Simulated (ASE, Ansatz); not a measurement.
# H16C6Br2N2O (Pca2_1) (108 atoms): geometry optimisation

Aim: bring H16C6Br2N2O (Pca2_1) (108 atoms) to a nearby minimum of the energy and see what moves.

Main program and level: Ansatz 0.2.0; Kohn-Sham DFT, RPBE+D4, PAW (set soft_2), plane waves.

Report form: the programs' logs are mostly left out.

### 1. Starting point

The cell holds 108 atoms: 64 H, 24 C, 8 Br, 8 N and 4 O. Cell: a = 12.383 Å, b = 8.319 Å, c = 9.881 Å, α = 90.0°, β = 90.0°, γ = 90.0°. It derives from H16C6Br2N2O (Pca2_1), repeated 1×1×1. H16C6Br2N2O, space group Pca2_1, structure from the Crystallography Open Database, 1 x 1 x 1 conventional cells; every coordinate displaced by a Gaussian of 0.02 Å; bonds to H set to neutron lengths (C-H 1.089, N-H 1.015, O-H 0.983, B-H 1.19 Å) where the listed ones are shorter.

Before any run, some limits are plain. The Brillouin zone is sampled at Γ only, in a cell whose shortest periodic width is 8 Å.

### 2. Single point at the start

A single point comes first, to see the forces before anything moves.

Input file input.yaml:

```yaml
crystal:
  lattice:
    - [12.3828, 0.0, 0.0]
    - [0.0, 8.3185, 0.0]
    - [0.0, 0.0, 9.8806]
  atoms:
    - { symbol: H, position: [0.21976, 0.73924, 0.1898] }
    - { symbol: H, position: [0.78221, 0.26279, 0.68835] }
    - { symbol: H, position: [0.72125, 0.26899, 0.19088] }
    - { symbol: H, position: [0.27919, 0.7382, 0.69172] }
    - { symbol: H, position: [0.09527, 0.68278, 0.11521] }
    - { symbol: H, position: [0.90292, 0.31178, 0.61405] }
    - { symbol: H, position: [0.59669, 0.32494, 0.11473] }
    - { symbol: H, position: [0.40024, 0.67931, 0.61499] }
    - { symbol: H, position: [0.13987, 0.4768, 0.26912] }
    - { symbol: H, position: [0.85954, 0.52291, 0.77266] }
    - { symbol: H, position: [0.64085, 0.52466, 0.27173] }
    - { symbol: H, position: [0.35804, 0.47751, 0.77619] }
    - { symbol: H, position: [0.17086, 0.61769, 0.39971] }
    - { symbol: H, position: [0.83291, 0.38259, 0.8997] }
    - { symbol: H, position: [0.67002, 0.38829, 0.40291] }
    - { symbol: H, position: [0.32759, 0.61378, 0.90276] }
    - { symbol: H, position: [0.95476, 0.63507, 0.28805] }
    - { symbol: H, position: [0.04029, 0.36278, 0.78837] }
    - { symbol: H, position: [0.45645, 0.36218, 0.28825] }
    - { symbol: H, position: [0.54417, 0.63738, 0.78786] }
    - { symbol: H, position: [0.97816, 0.47028, 0.36662] }
    - { symbol: H, position: [0.02092, 0.53548, 0.8663] }
    - { symbol: H, position: [0.48062, 0.53333, 0.36678] }
    - { symbol: H, position: [0.51845, 0.46923, 0.86607] }
    - { symbol: H, position: [0.03659, 0.6418, 0.56512] }
    - { symbol: H, position: [0.96123, 0.36278, 0.06417] }
    - { symbol: H, position: [0.54058, 0.3583, 0.56732] }
    - { symbol: H, position: [0.46093, 0.64155, 0.06361] }
    - { symbol: H, position: [0.90493, 0.60383, 0.53274] }
    - { symbol: H, position: [0.09922, 0.39635, 0.03207] }
    - { symbol: H, position: [0.39935, 0.39588, 0.53408] }
    - { symbol: H, position: [0.59959, 0.5995, 0.03334] }
    - { symbol: H, position: [0.93409, 0.87187, 0.3843] }
    - { symbol: H, position: [0.06839, 0.1249, 0.88437] }
    - { symbol: H, position: [0.43351, 0.1267, 0.3841] }
    - { symbol: H, position: [0.56771, 0.87235, 0.88151] }
    - { symbol: H, position: [0.87885, 0.86821, 0.544] }
    - { symbol: H, position: [0.12098, 0.12895, 0.0435] }
    - { symbol: H, position: [0.37936, 0.13375, 0.54536] }
    - { symbol: H, position: [0.62325, 0.86699, 0.04305] }
    - { symbol: H, position: [0.01926, 0.06706, 0.52191] }
    - { symbol: H, position: [0.98218, 0.9352, 0.02155] }
    - { symbol: H, position: [0.52017, 0.92996, 0.51897] }
    - { symbol: H, position: [0.483, 0.06472, 0.02078] }
    - { symbol: H, position: [0.04588, 0.93352, 0.63611] }
    - { symbol: H, position: [0.95025, 0.06391, 0.13931] }
    - { symbol: H, position: [0.54549, 0.06761, 0.64] }
    - { symbol: H, position: [0.45251, 0.94243, 0.13789] }
    - { symbol: H, position: [0.17643, 0.80501, 0.49303] }
    - { symbol: H, position: [0.82235, 0.19937, 0.99049] }
    - { symbol: H, position: [0.67728, 0.19855, 0.48895] }
    - { symbol: H, position: [0.32087, 0.80293, 0.99014] }
    - { symbol: H, position: [0.20523, 0.00489, 0.53253] }
    - { symbol: H, position: [0.79231, 0.99695, 0.03638] }
    - { symbol: H, position: [0.70796, 0.9907, 0.53453] }
    - { symbol: H, position: [0.29327, 0.00775, 0.03734] }
    - { symbol: H, position: [0.13845, 0.09623, 0.32036] }
    - { symbol: H, position: [0.86406, 0.9056, 0.81767] }
    - { symbol: H, position: [0.63485, 0.90563, 0.31605] }
    - { symbol: H, position: [0.3627, 0.09838, 0.81941] }
    - { symbol: H, position: [0.24454, 0.96608, 0.29655] }
    - { symbol: H, position: [0.75892, 0.0397, 0.7992] }
    - { symbol: H, position: [0.74383, 0.03683, 0.29573] }
    - { symbol: H, position: [0.26052, 0.95442, 0.79628] }
    - { symbol: C, position: [0.13603, 0.72123, 0.20887] }
    - { symbol: C, position: [0.86931, 0.27463, 0.7042] }
    - { symbol: C, position: [0.63363, 0.27546, 0.20988] }
    - { symbol: C, position: [0.36625, 0.71986, 0.70758] }
    - { symbol: C, position: [0.12051, 0.59053, 0.31303] }
    - { symbol: C, position: [0.88455, 0.40671, 0.81518] }
    - { symbol: C, position: [0.61836, 0.40569, 0.31218] }
    - { symbol: C, position: [0.37791, 0.5925, 0.81362] }
    - { symbol: C, position: [0.97249, 0.66248, 0.491] }
    - { symbol: C, position: [0.0275, 0.33599, 0.99272] }
    - { symbol: C, position: [0.47344, 0.33645, 0.49435] }
    - { symbol: C, position: [0.52645, 0.65809, 0.99327] }
    - { symbol: C, position: [0.95095, 0.84519, 0.48571] }
    - { symbol: C, position: [0.04671, 0.15684, 0.98758] }
    [... 24 atom lines left out ...]
    - { symbol: "N", position: [0.54099, 0.05418, 0.53654] }
    - { symbol: "N", position: [0.45944, 0.94963, 0.0348] }
    - { symbol: O, position: [0.0922, 0.87867, 0.24672] }
    - { symbol: O, position: [0.90636, 0.12438, 0.74298] }
    - { symbol: O, position: [0.59278, 0.12767, 0.24173] }
    - { symbol: O, position: [0.40755, 0.87366, 0.74311] }
kpoints:
  mp_grid: { grid: [1, 1, 1] }
hamiltonian:
  xc: rpbe
  dispersion: d4
scf:
  occupations: { method: fixed }
output:
  forces: true
  stress: true
  populations: true
  dos:
    method: { smearing: { sigma: 0.1 } }
    de: 0.1
    projected: { site_lists: { Br: [Br], C: [C], H: [H], "N": ["N"], O: [O] } }
  eigenvalues: true
```

Command:

```bash
> ansatz run input.yaml --threads 4 --pin off --max-ram 8192MiB --backend cpu --events-out ev --progress --plain --runs-dir out
```

The job ended after 11 s (4 threads of Arm Neoverse V2, shared host; peak memory 1.1 GiB; 40 s of CPU time).

The run gave:

| Property | Result |
| --- | --- |
| free energy | -34784.9096 eV |
| free energy per atom | -322.0825 eV/atom |
| SCF cycles | 9 |
| pressure | 2.32 GPa |
| r.m.s. force component | 0.9161 eV/Å |
| longest force | 4.953 eV/Å |
| Fermi energy | 1.343 eV |
| gap (highest filled to lowest empty level) | 4.994 eV |
| spilling of the projection | 0.01173 |

The r.m.s. force component of 0.92 eV/Å and the pressure of 2.3 GPa set the starting point.

Length of the force by element:

```csv
element,coordination,atoms,mean length of the force (eV/Å),spread,least,most
Br,all,8,0.130,0.0268,0.0832,0.171
C,all,24,2.02,0.822,0.555,3.72
H,all,64,0.967,0.639,0.0781,3.74
N,all,8,2.39,1.06,1.26,4.95
O,all,4,2.06,0.284,1.64,2.43
```

### 3. Relaxation

With the cell held, the atoms are moved downhill towards a nearby minimum.

input.yaml, the sections that differ from step 2:

```yaml
output:
  forces: true
relax:
  f_tol: 0.03
  max_steps: 200
# crystal, kpoints, hamiltonian, scf: as in step 2
```

Elapsed: 43 s, on 4 threads; peak memory 1.1 GiB; 2.8 min of CPU time.

Step by step:

```csv
step,energy less that of the first step (eV),largest force component (eV/Å)
1,0.0000,3.9828
2,-2.2719,1.6057
3,-2.6995,0.6422
4,-2.7974,0.1393
5,-2.8272,0.0378
6,-2.8319,0.0360
7,-2.8365,0.0205
```

The atoms that moved most (Å):

```csv
atom,dx,dy,dz,length
H48,0.003,-0.241,0.058,0.248
H27,-0.157,0.183,-0.049,0.246
H29,-0.147,-0.017,-0.172,0.226
H14,0.042,0.211,0.026,0.217
H46,0.022,0.209,0.050,0.216
H31,-0.115,0.000,-0.181,0.214
H18,0.162,0.052,-0.119,0.208
H28,0.102,-0.180,-0.016,0.207
```

The relaxation changed the energy by -26.3 meV/atom, and atoms moved by 0.12 Å r.m.s., 0.25 Å at most.

### 4. Local order after relaxation

Bonds before and after, by the cutoffs listed below:

```csv
pair,bonds before,bonds after,mean before (Å),mean after (Å),spread before (Å),spread after (Å)
H-C,48,48,1.089,1.095,0.024,0.003
H-N,16,16,1.015,1.052,0.023,0.012
C-C,12,12,1.525,1.523,0.027,0.003
C-N,16,16,1.502,1.502,0.035,0.002
C-O,8,8,1.419,1.436,0.036,0.001
```

Density 1.91 g/cm³, 9.424 Å³ an atom.

g(r), total and by pair (bins of 0.2 Å):

```csv
r (Å),total,H-H,H-C,H-Br,H-N,H-O,C-C
1.00,3.90,0.00,10.95,0.00,11.50,0.00,0.00
1.20,0.00,0.00,0.00,0.00,0.00,0.00,0.00
1.40,0.40,0.00,0.00,0.00,0.00,0.00,0.00
1.60,0.91,0.56,0.00,0.00,0.00,0.00,7.25
1.80,0.54,1.52,0.00,0.00,0.00,0.00,0.00
2.00,0.97,0.21,1.47,0.55,2.21,6.00,0.00
2.20,1.56,0.79,3.20,1.52,3.50,0.00,0.00
2.40,1.00,2.31,0.00,0.00,0.00,1.07,0.95
2.60,1.12,1.21,0.93,0.46,0.90,1.80,1.70
2.80,0.78,0.61,0.82,2.19,0.82,2.00,0.00
3.00,0.90,1.31,0.59,1.31,0.00,1.11,0.00
3.20,0.74,0.39,0.82,1.63,0.31,0.00,2.75
3.40,1.29,0.88,2.04,1.47,1.38,2.25,0.96
3.60,0.91,1.05,0.31,1.78,1.16,0.00,0.00
3.80,1.09,1.14,0.70,1.43,0.73,0.87,1.18
4.00,0.93,0.91,0.67,0.39,0.40,1.19,1.04
4.20,0.92,0.91,1.06,1.20,0.53,0.37,0.96
4.40,0.96,1.11,1.10,1.10,1.50,0.68,0.29
4.60,0.94,0.99,1.07,0.83,1.65,0.92,0.00
4.80,0.68,0.58,0.97,0.41,0.69,1.50,0.41
5.00,1.04,1.02,0.91,1.33,1.29,1.14,0.40
5.20,1.09,1.31,0.80,0.78,0.87,0.71,1.57
5.40,0.99,1.20,0.88,0.65,0.66,0.64,0.96
5.60,0.89,0.88,1.00,0.89,0.70,0.80,0.89
5.80,0.88,0.67,0.66,1.84,1.49,0.38,1.33
6.00,1.06,1.09,1.04,1.25,1.27,1.40,0.55
6.20,1.02,1.05,1.14,0.59,0.95,1.05,1.05
6.40,1.08,1.06,1.08,0.69,1.25,1.00,1.49
```

Bonds by pair of elements; cutoffs follow the first minimum of g(r), held within bounds set by covalent radii, and pairs that aren't listed don't count as bonded:

```csv
pair A-B,cutoff (Å),bonds,mean length (Å),spread (Å),shortest (Å),B about A,A about B
H-C,1.34,48,1.09,0.003,1.09,0.75,2
H-N,1.27,16,1.05,0.012,1.04,0.25,2
C-C,1.85,12,1.52,0.003,1.52,1,1
C-N,1.79,16,1.50,0.002,1.5,0.667,2
C-O,1.73,8,1.44,0.001,1.44,0.333,2
```

How many atoms have how many bonded neighbours:

```csv
element,mean,0,1,2,4
Br,0,8,0,0,0
C,4,0,0,0,24
H,1,0,64,0,0
N,4,0,0,0,8
O,2,0,0,4,0
```

Bond angles, per cent of each kind in bins of 5°:

```csv
angle (°),C-C-H,H-C-N,C-N-H,H-C-H,C-C-N
100–105,0.0,12.5,0.0,0.0,0.0
105–110,66.7,87.5,87.5,100.0,0.0
110–115,33.3,0.0,12.5,0.0,68.8
115–120,0.0,0.0,0.0,0.0,31.2
```

Bond angles (no mean is given where the spread exceeds 20°):

```csv
angle,count,mean (°),spread (°)
C-C-H,48,110,2.5
H-C-N,32,107,1.4
C-N-H,32,108,1.4
H-C-H,24,108,1.1
C-C-N,16,114,1.2
```

Rings of the network by King's shortest-path rule, up to 12 atoms, one path for each pair of neighbours; H, halogens, alkali and alkaline-earth atoms are left out, and the last column divides by all other atoms, bonded or not:

```csv
ring size (atoms),rings,per network atom
9,4,0.111
```

With the cutoffs above, all C atoms have 4, all H atoms have 1 and all N atoms have 4 bonded neighbours. The C-C-H angle averages 110° with a spread of 2°. All rings counted have 9 atoms.

(Part 1 of 2 ends here.)

[Logs are printed without paths, hosts, clocks, repeated set-up lines and the standing remarks that a program may print on its own settings, such as how far it seeks lower states.]

[Hosts, paths, dates, database ids (printed as entryN), source tags and the programs' standing remarks are cut or masked in the printed files.]
